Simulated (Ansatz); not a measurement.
Records of electronic-structure calculations.

```cif
data_moseo
_symmetry_space_group_name_H-M 'P 1'
_symmetry_Int_Tables_number 1
_cell_length_a 3.0092
_cell_length_b 3.0092
_cell_length_c 28.9000
_cell_angle_alpha 90.000
_cell_angle_beta 90.000
_cell_angle_gamma 120.000
_cell_volume 226.64
loop_
_atom_site_label
_atom_site_type_symbol
_atom_site_fract_x
_atom_site_fract_y
_atom_site_fract_z
_atom_site_occupancy
Mo1 Mo 0.33333 0.66667 0.51151 1
O2 O 0.66667 0.33333 0.54925 1
Se3 Se 0.66667 0.33333 0.45075 1
_calc_subject 'MoSeO (2H monolayer (Janus)): band gap by G0W0 on HSE06'
_calc_method 'G0W0 on HSE06, plane waves, PAW; PAW set soft_1 (and 1 further level or step)'
_calc_program 'Ansatz 0.2.0'
_calc_settings_of_one_run 'cutoff 420 eV, 6×6×1 k-mesh, PAW set soft 1, empty bands 204, screening cutoff 54 eV, screening contour deformation, QP bands (v2, c2)'
_calc_cost '2 runs, 4 min in all on 4 threads of Arm Neoverse V1, shared host (the runs of this entry)'
_calc_notes 'In doubt: masses and optical values from hybrid runs of this build are listed as unsure (in some of the runs), which bears on the screening that GW takes from such a start. Values taken over the cell’s volume include its vacuum. The program’s warnings: metallic iterate. The structure was relaxed with LDA. Limits: coarse mesh for a sheet; no spin-orbit coupling. Bands and cutoff are finite, so the gap is not at the basis limit. The miss can reach some tenths of an eV and take either sign; the mesh is an error of its own. The mesh in the plane is coarse for a sheet; gap and any exciton binding can still move on denser ones.'
_calc_hse06_gap '1.46 eV, indirect'
_calc_g0w0_gap_on_the_mesh '1.87 eV, from k = Γ to k = (0.333, 0.333, 0.000)'
_calc_gw_settings '6×6×1 mesh, 204 empty bands, screening to 54 eV, PAW set soft_1 files'
_calc_known_limits 'not at the basis limit; coarse mesh for a sheet; no spin-orbit coupling'
```

[Paths, hosts, dates, memory and timing lines, banners, echoed tables and standing remarks are left out of the program output.]

[Logs are printed without paths, hosts, clocks, repeated set-up lines and the standing remarks that a program may print on its own settings, such as how far it seeks lower states.]

[Runs of the session that timed out or met a known fault of the program may be left out.]

[Cells called generated may have been cut or substituted from an entry of the Crystallography Open Database or the Materials Project.]

[Hosts, paths, dates, database ids (printed as entryN), source tags and the programs' standing remarks are cut or masked in the printed files.]
